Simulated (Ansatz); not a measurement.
## Resistivity from frozen vibrations: Be(0001) with 2 thermally displaced layers, 2x2

Aim: the resistivity of Be at 800 K from frozen thermal displacements between perfect leads.

Program: Ansatz 0.2.0. Level of theory: Ansatz plane-wave DFT, PBE, PAW files; ballistic transport by layer matching (Landauer), zero bias; PAW set soft_1. Results are calculated unless marked as measured.

### Step 1. The structure

The cell holds 48 atoms: 48 Be. Cell: a = 4.573 Å, b = 4.573 Å, c = 21.500 Å, α = 90.0°, β = 90.0°, γ = 120.0°. It derives from Be. Regions: lead, 40 atoms (40 Be); scattering region, 8 atoms (8 Be). The structure is stacked along c, and the current runs across the ab planes.

### Step 2. With 2 displaced layers

Each atom of 2 layers is moved at random, by amounts drawn from a normal law 0.0823 Å wide in each direction from the Debye model (1440 K) at 800 K. The layers about the cell's end stay perfect and serve as the lead. Disorder leaves little or no symmetry, which makes such runs dear. Energies from -0.05 to 0.05 eV in steps of 0.05 eV are too few for the program's thermal sum, so it prints no conductance; for a metal the transmission near the Fermi level serves, at a fraction of the cost.

Input file input.yaml:

```yaml
crystal:
  lattice:
    - [4.5732, 0.0, 0.0]
    - [-2.2866, 3.9605073766, 0.0]
    - [0.0, 0.0, 21.4998]
  atoms:
    - { symbol: Be, position: [0.1666666667, 0.3333333333, 0.0416666667] }
    - { symbol: Be, position: [0.1666666667, 0.8333333333, 0.0416666667] }
    - { symbol: Be, position: [0.6666666667, 0.3333333333, 0.0416666667] }
    - { symbol: Be, position: [0.6666666667, 0.8333333333, 0.0416666667] }
    - { symbol: Be, position: [0.3333333333, 0.1666666667, 0.125] }
    - { symbol: Be, position: [0.3333333333, 0.6666666667, 0.125] }
    - { symbol: Be, position: [0.8333333333, 0.1666666667, 0.125] }
    - { symbol: Be, position: [0.8333333333, 0.6666666667, 0.125] }
    - { symbol: Be, position: [0.1666666667, 0.3333333333, 0.2083333333] }
    - { symbol: Be, position: [0.1666666667, 0.8333333333, 0.2083333333] }
    - { symbol: Be, position: [0.6666666667, 0.3333333333, 0.2083333333] }
    - { symbol: Be, position: [0.6666666667, 0.8333333333, 0.2083333333] }
    - { symbol: Be, position: [0.3333333333, 0.1666666667, 0.2916666667] }
    - { symbol: Be, position: [0.3333333333, 0.6666666667, 0.2916666667] }
    - { symbol: Be, position: [0.8333333333, 0.1666666667, 0.2916666667] }
    - { symbol: Be, position: [0.8333333333, 0.6666666667, 0.2916666667] }
    - { symbol: Be, position: [0.1666666667, 0.3333333333, 0.375] }
    - { symbol: Be, position: [0.1666666667, 0.8333333333, 0.375] }
    - { symbol: Be, position: [0.6666666667, 0.3333333333, 0.375] }
    - { symbol: Be, position: [0.6666666667, 0.8333333333, 0.375] }
    - { symbol: Be, position: [0.3342234125, 0.163921507, 0.4607848333] }
    - { symbol: Be, position: [0.3296554842, 0.6555353734, 0.4597174978] }
    - { symbol: Be, position: [0.8666405499, 0.186347157, 0.4556394765] }
    - { symbol: Be, position: [0.8040847571, 0.653714926, 0.4584915267] }
    - { symbol: Be, position: [0.1225518176, 0.3287868084, 0.5368973933] }
    - { symbol: Be, position: [0.1478337852, 0.8220235467, 0.5404558884] }
    - { symbol: Be, position: [0.684906224, 0.354996924, 0.5411746436] }
    - { symbol: Be, position: [0.6843463143, 0.8195104841, 0.5430122264] }
    - { symbol: Be, position: [0.3333333333, 0.1666666667, 0.625] }
    - { symbol: Be, position: [0.3333333333, 0.6666666667, 0.625] }
    - { symbol: Be, position: [0.8333333333, 0.1666666667, 0.625] }
    - { symbol: Be, position: [0.8333333333, 0.6666666667, 0.625] }
    - { symbol: Be, position: [0.1666666667, 0.3333333333, 0.7083333333] }
    - { symbol: Be, position: [0.1666666667, 0.8333333333, 0.7083333333] }
    - { symbol: Be, position: [0.6666666667, 0.3333333333, 0.7083333333] }
    - { symbol: Be, position: [0.6666666667, 0.8333333333, 0.7083333333] }
    - { symbol: Be, position: [0.3333333333, 0.1666666667, 0.7916666667] }
    - { symbol: Be, position: [0.3333333333, 0.6666666667, 0.7916666667] }
    - { symbol: Be, position: [0.8333333333, 0.1666666667, 0.7916666667] }
    - { symbol: Be, position: [0.8333333333, 0.6666666667, 0.7916666667] }
    - { symbol: Be, position: [0.1666666667, 0.3333333333, 0.875] }
    - { symbol: Be, position: [0.1666666667, 0.8333333333, 0.875] }
    - { symbol: Be, position: [0.6666666667, 0.3333333333, 0.875] }
    - { symbol: Be, position: [0.6666666667, 0.8333333333, 0.875] }
    - { symbol: Be, position: [0.3333333333, 0.1666666667, 0.9583333333] }
    - { symbol: Be, position: [0.3333333333, 0.6666666667, 0.9583333333] }
    - { symbol: Be, position: [0.8333333333, 0.1666666667, 0.9583333333] }
    - { symbol: Be, position: [0.8333333333, 0.6666666667, 0.9583333333] }
kpoints:
  mp_grid: { grid: [6, 6, 1] }
hamiltonian:
  xc: pbe
  pseudopotentials: { kind: paw, azcp: { folder: soft_1 } }
scf:
  occupations: { method: fermi_dirac, width: 0.1 }
output:
  transmission:
    leads: [[0, 8]]
    kmesh: [12, 12]
    e_range: [-0.05, 0.05]
    de: 0.05
  write_potential: true
  write_density: true
  volumetric_format: npy
  elf: true
```

Launch:

```
ansatz run input.yaml --threads 4 --pin off --max-ram 15360MiB --backend cpu --events-out ev --progress --plain --runs-dir out
```

Numbers of over 12 decimals in the logs are rounded to 6 here.

What it wrote:

```text
Engine: ansatz 0.2.0, aarch64-unknown-linux-gnu
Pseudopotentials: kind: paw
Pseudopotential: Be, paw, valence charge 2, recommended cutoff 420 eV (normal), soft_1/Be.paw.azcp
Functional definition: PBE
  parameter kappa = 0.804
  parameter beta = 0.066725
  exchange = pbe_x(kappa = kappa, mu = beta*pi^2/3)
  correlation = pbe_c(beta = beta)
Crystal: 48 atoms, lattice volume = 389.409 Å³
Basis set: ecut = 420 eV, 7661 PW (Γ)
Bands: 96, of which v1, the nominal top of the filled ones, is band 48 counted from 1 (47 counted from 0)
Symmetry: 1 space group operations
Space group: P1 (ITA 1), of the structure as read, at distance tolerance 7.3e-5 Å
k-points: 20 of 36 (time reversal used)
Non-local potential: Be, projectors of the file, l = 0: 2, l = 1: 2, l = 2: 1
PAW form: soft (Blöchl's): semilocal exchange-correlation on the pseudo side does not see the compensation charge
PAW one-centre angular grid: Be, 110 points (default); XC on 64 Gauss nodes
Initial density: superposition of atomic densities (chi_scale 0.1, normalization cell)
Initial wavefunctions: pseudopotential atomic-orbital guess
Functional: x = pbe(κ = 0.804, μ = 0.219515), c = pbe(β = 0.066725)
iter 1 solved again at ethr=1.29e-3 eV; its pass at ethr=3.10e-3 eV (dr2=1.24e0 eV) is discarded
SCF iter   1: F=—  HF=-4453.352181 eV  |F-HF|=—  |Δ(HF+E_count)|=         —  Δρ=1.61e-2  dr2=1.25e0  ethr=1.29e-3  ⟨swp⟩=4.0  Hψ=16966  notcnv=0  defer=1
preconditioner: auto → Kerker (q_TF=auto, 2.160 Å⁻¹)  [metal: Δε(μ)=0.060 eV  Ē_g=9.204 eV  σ=0.100 eV  W_gap=0.15  n_scr=80 (ndim 8)  ℏωp=18.4 eV  f_vac=0.000  D(μ)=3.14/eV (n_scr^D=8)]
SCF iter   2: F=—  HF=-4452.421978 eV  |F-HF|=—  |Δ(HF+E_count)|=   9.30e-1  Δρ=9.69e-3  dr2=4.40e-1  ethr=1.29e-3  ⟨swp⟩=1.7  Hψ=2080  notcnv=0  defer=5
SCF iter   3: F=—  HF=-4452.113280 eV  |F-HF|=—  |Δ(HF+E_count)|=   3.09e-1  Δρ=1.08e-3  dr2=5.08e-3  ethr=4.58e-4  ⟨swp⟩=2.7  Hψ=2934  notcnv=0  defer=28
SCF iter   4: F=—  HF=-4452.111783 eV  |F-HF|=—  |Δ(HF+E_count)|=   1.50e-3  Δρ=7.81e-5  dr2=1.48e-4  ethr=5.29e-6  ⟨swp⟩=1.2  Hψ=1976  notcnv=0  defer=28
SCF iter   5: F=—  HF=-4452.111762 eV  |F-HF|=—  |Δ(HF+E_count)|=   2.12e-5  Δρ=2.25e-5  dr2=5.50e-5  ethr=1.54e-7  ⟨swp⟩=1.0  Hψ=1858  notcnv=0  defer=28
SCF iter   6: F=—  HF=-4452.111830 eV  |F-HF|=—  |Δ(HF+E_count)|=   6.78e-5  Δρ=9.49e-6  dr2=7.18e-6  ethr=5.73e-8  ⟨swp⟩=1.0  Hψ=1886  notcnv=0  defer=41
SCF iter   7: F=-4452.111829 eV  HF=-4452.111830 eV  |F-HF|=6.46e-8  |Δ(HF+E_count)|=   3.89e-7  Δρ=1.53e-6  dr2=6.93e-8  ethr=1.04e-10  ⟨swp⟩=8.3  Hψ=7573  notcnv=0
SCF 1 converged in 7 iterations: F = -4452.111829 eV  dr2 = 6.93e-8
  greatest PAW one-centre occupation: 0.368 electrons in one spin orbital (limit 2), on the Be atom at site 24 (counted from 0), in its partial waves of l = 0
transmission: 210 of 2072 steps passed
transmission: 420 of 2072 steps passed
[...]
transmission: 2072 of 2072 steps passed
SCF converged after 7 iterations
Free energy (F): -4452.111829 eV
Harris-Foulkes:  -4452.111830 eV  (|F-HF|=6.46e-8)
Internal energy: -4452.012089 eV  (E = F + TS)
E sigma→0 (E₀):  -4452.061959 eV
Entropy (-TS):   -0.099741 eV (-2.078 meV/atom)
Fermi energy:    8.257446 eV
--- Per-component energies (eV) ---
  E_band       = 278.025459
  E_kinetic    = 1009.082580
  E_local      = 143.419312  (includes V_loc(G=0)·N_el)
  E_nonlocal   = 180.591588
  E_hartree    = 2.997055
  E_xc         = -975.086337
  E_vxc        = -987.046024  (∫ρ·V_xc dr)
  E_paw        = -2828.691314  (= ΣΔE_a)
  E_vpaw       = -74.015946  (= ΣTr[D̂ρ^β])
  E_aug_tail   = -0.000030  (compensation charges beyond the density's cutoff)
  E_ewald      = -1984.324942
  E_smearing   = -0.099741  (= −TS)
  E_closure    = -0.000000  (closes the sum)
  Σ components = -4452.111829   (vs F -4452.111829, Δ=0.00e0)
--- Band table (eV; the first three rows and the last of 20) ---
  k-point 0: bands = [... 44 lower, 4.7659, 4.7700, 4.8217, 5.0348, 8.9714, 9.2735, 9.3069, 9.3304, ... 44 higher]
  k-point 1: bands = [... 44 lower, 5.5561, 5.9162, 5.9374, 6.3800, 9.0290, 9.3364, 9.4257, 9.4747, ... 44 higher]
  k-point 2: bands = [... 44 lower, 6.6702, 7.0211, 7.0792, 7.6085, 8.3436, 9.1797, 9.6418, 9.7329, ... 44 higher]
  k-point 19: bands = [... 44 lower, 7.3396, 7.3480, 8.6153, 8.6907, 9.1305, 9.2318, 9.5544, 9.7215, ... 44 higher]
--- Transmission ---
  basis      : 163 plane waves across, 28 finite elements along
  points     : 74, standing for a mesh of 12 x 12
  energies   : 3 from -0.050000 to 0.050000 eV about the Fermi level, 0.050000 eV apart; the leads are filled to 0.000000 eV, and channels, transmission and decay are at 0.000000 eV
  crystal 0  : Be8, at the sites [0, 8], period 3.5833 Å, over 17.92 Å; its Hamiltonian steps by up to 13.0 meV
    offset         : up to 0.0000 Å between an atom of the period and one for which it stands
    channels       : 5.555556e-1 a spin
    conductance    : none, the energies end too early or step too widely for 300 K: set another output.transmission.e_range or a lower de, or, where they end at an eighth of basis.ecutwfc, a higher one
    slowest decay  : 0.0305 /Å at (0.0000, 0.3333)
  junction   : crystal 0 to crystal 0, 0.65 to 18.57 Å
    transmission   : 5.505742e-1 a spin
    conductance    : none, the energies end too early or step too widely for 300 K: set another output.transmission.e_range or a lower de, or, where they end at an eighth of basis.ecutwfc, a higher one
```

Wall time 2 min (4 threads of Arm Neoverse V1, shared host); peak memory 1.3 GiB; 7.1 min of CPU time.

Numbers from this step:

```
free energy                                    : -4452.1118 eV
energy at zero smearing                        : -4452.0620 eV
Fermi energy                                   : 8.257 eV
cell area                                      : 18.11 Å²
transmission per spin nearest the Fermi level  : 0.5506
open channels per spin nearest the Fermi level : 0.5556
step of the lead's potential                   : 13 meV
```

Per spin. The transmission, zone mean by energy, zero at the Fermi level:

| energy (eV) | transmission, zone mean |
| --- | --- |
| -0.0500 | 0.551 |
| 0.0000 | 0.551 |
| 0.0500 | 0.426 |

Per spin. Table of open channels, zone mean, lead by energy, zero at the Fermi level:

```
energy (eV)  open channels, zone mean, lead
    -0.0500                           0.556
     0.0000                           0.556
     0.0500                           0.431
```

Transmission over k1 and k2. At 0.0000 eV from the Fermi level.

Ten even steps from '0' (0.00) to '9' (1.97):
```
500550059559
500505005555
055000055055
550000000559
505000000505
900000000000
550500000050
595500000005
055055000055
555550050500
595595005500
955055955055
```
Columns: k1 (b1) from -0.5 to 0.417; rows upwards: k2 (b2) from -0.5 to 0.417.

Open channels over k1 and k2. At 0.0000 eV from the Fermi level.

Ten even steps from '_' (0.00) to '@' (2.00):
```
++____++++____++@@++++@@
++____++__++____++++++++
__++++________++++__++++
++++______________++++@@
++__++____________++__++
@@______________________
++++__++____________++__
++@@++++______________++
__++++__++++________++++
++++++++++____++__++____
++@@++++@@++____++++____
@@++++__++++@@++++__++++
```
Columns: k1 (b1) from -0.5 to 0.417; rows upwards: k2 (b2) from -0.5 to 0.417.

Valence density in the ca plane at fractional y = 0.164, with atoms of Be within 0.2 Å of it. It is the smooth field of the valence electrons, not physical close to the nuclei.

Ten even steps from '0' (0.11 e/Å³) to '9' (0.31 e/Å³), each cell a mean:
```
56778887765677888984589999887557778877656778
04788888730588889971179999986117888888503788
25788888742688888874467788876337888888624788
67777777776777777766555666667677777777767777
77666666677766666665555555556776666666777666
77777777777777766666666555566777777777777777
56778887765677887775567665566557788877656778
04788888730588887772058765565127888888503788
25788888742688887774368765565237888888624788
67777777776777777777787765556677777777767777
77666666677766667778888766556677666666777666
77777777777777777888899877766777777777777777
```
Columns run along c (16.0 Å, from fractional 0.13 to 0.87 of the cell), rows up along a (4.6 Å). Atoms in or near the plane, at fractional coordinates: Be at (0.29, 0.33), Be at (0.29, 0.83), Be at (0.46, 0.33), Be at (0.46, 0.87), Be at (0.62, 0.33), Be at (0.62, 0.83), Be at (0.79, 0.33), Be at (0.79, 0.83).

Electrostatic potential energy in the ca plane at fractional y = 0.164, with atoms of Be within 0.2 Å of it. With pseudopotentials it is smooth inside the atoms' cores, unlike the true potential.

Ten even steps from '0' (-31 eV) to '9' (8 eV), each cell a mean:
```
25899999843589999961268888996337999998534899
01799999610289999840048999983005999998201699
02799999720389999962269999984116999998302799
67998889876799889997799988998668998899767998
99997689999999768999999988999999986799999997
88998789988999778998899988999889987799988998
35899999843589999974369999996337999998534899
01799999610289999960038999983005999998201699
02799999620389999961148999984116999998302799
67998889876799889986689999998668998899767898
99997679999999768999999877999999986799999997
89998789988999778987799867999889987799988998
```
Columns run along c (16.0 Å, from fractional 0.13 to 0.87 of the cell; values clipped at the 3rd and 97th percentile), rows up along a (4.6 Å). Atoms in or near the plane, at fractional coordinates: Be at (0.29, 0.33), Be at (0.29, 0.83), Be at (0.46, 0.33), Be at (0.46, 0.87), Be at (0.62, 0.33), Be at (0.62, 0.83), Be at (0.79, 0.33), Be at (0.79, 0.83).

ELF in the ca plane at fractional y = 0.164, with atoms of Be within 0.2 Å of it. It is the smooth field of the valence electrons, not physical close to the nuclei.

Ten even steps from '0' (0.00) to '9' (0.77), each cell a mean:
```
12688888621378888840158888874115888887312688
00589998400169999820038999972003899996100489
01689998510278999840047899972004899997101589
45777677744577667764467666776446776677545777
77764357777776435777776534677777753467777775
66775467766777556776577655677667765577766776
13688888621378888852147887774125888887312688
00589998400169999840017998861003899996100489
01689998510279999840027888862004899997101589
35777677744577767764467776775446776777534777
77764347777776435777887644677777753467777774
67775457766776556775678644677667764577766775
```
Columns run along c (16.0 Å, from fractional 0.13 to 0.87 of the cell), rows up along a (4.6 Å). Atoms in or near the plane, at fractional coordinates: Be at (0.29, 0.33), Be at (0.29, 0.83), Be at (0.46, 0.33), Be at (0.46, 0.87), Be at (0.62, 0.33), Be at (0.62, 0.83), Be at (0.79, 0.33), Be at (0.79, 0.83).

Over the solved energies the transmission per spin lies between 0.426 and 0.551, out of 0.514 channels of the lead on average (up to 0.556).

[end of part 1 of 2]

[Logs are printed without paths, hosts, clocks, repeated set-up lines and the standing remarks that a program may print on its own settings, such as how far it seeks lower states.]

[Hosts, paths, dates, database ids (printed as entryN), source tags and the programs' standing remarks are cut or masked in the printed files.]
